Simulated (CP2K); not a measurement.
Two runs for the C K edge of 2-methylthiothiazole. Run A: CP2K XAS_TDP, all-electron GAPW, PBEh(45%), aug-cc-pVDZ, TDA, no relativity. Run B differs in one setting.

First lines with a strength over 0.0015. A:

```csv
atom,energy (eV),states,"strength, one atom"
C1 (bonded to S and 3 H),283.49,1,0.0411
,284.75,2,0.0117
,285.42,1,0.0222
,285.62,1,0.0226
,286.29,1,0.0023
C3 (bonded to N and 2 S),282.88,1,0.0595
,285.48,1,0.0318
,286.19,1,0.0362
,286.88,1,0.0075
,287.93,1,0.0034
"C5 (bonded to C, N and H)",282.25,1,0.0509
,284.48,1,0.0071
,285.14,1,0.0117
,285.32,1,0.0050
,285.99,1,0.0026
"C6 (bonded to C, S and H)",281.94,1,0.0476
,283.96,1,0.0329
,284.97,1,0.0132
,285.69,1,0.0026
,286.04,1,0.0020
```

B:

```csv
atom,energy (eV),states,"strength, one atom"
C1 (bonded to S and 3 H),283.78,1,0.0413
,285.04,2,0.0115
,285.71,1,0.0221
,285.92,1,0.0225
,286.58,1,0.0022
C3 (bonded to N and 2 S),283.18,1,0.0595
,285.78,1,0.0321
,286.49,1,0.0361
,287.18,1,0.0074
,288.23,1,0.0034
"C5 (bonded to C, N and H)",282.54,1,0.0509
,284.77,1,0.0071
,285.44,1,0.0117
,285.61,1,0.0050
,286.28,1,0.0026
"C6 (bonded to C, S and H)",282.22,1,0.0476
,284.25,1,0.0333
,285.27,1,0.0131
,285.98,1,0.0026
,286.33,1,0.0019
```

Which was it: scalar relativity switched on, the basis, GW2X switched on, the functional?

Scalar relativity switched on. Relativity shifts all lines of an element by nearly the same amount and keeps their strengths. Against PBEh(45%) in aug-cc-pVDZ, the leading lines move by +0.29 eV (C1, to 283.78), +0.30 eV (C3, to 283.18), +0.29 eV (C5, to 282.54) and +0.28 eV (C6, to 282.22).

[Banner, clock and machine lines of the logs are left out without a mark of their own.]

[Logs are printed without paths, hosts, clocks, repeated set-up lines and the standing remarks that a program may print on its own settings, such as how far it seeks lower states.]

[Hosts, paths, dates, database ids (printed as entryN), source tags and the programs' standing remarks are cut or masked in the printed files.]
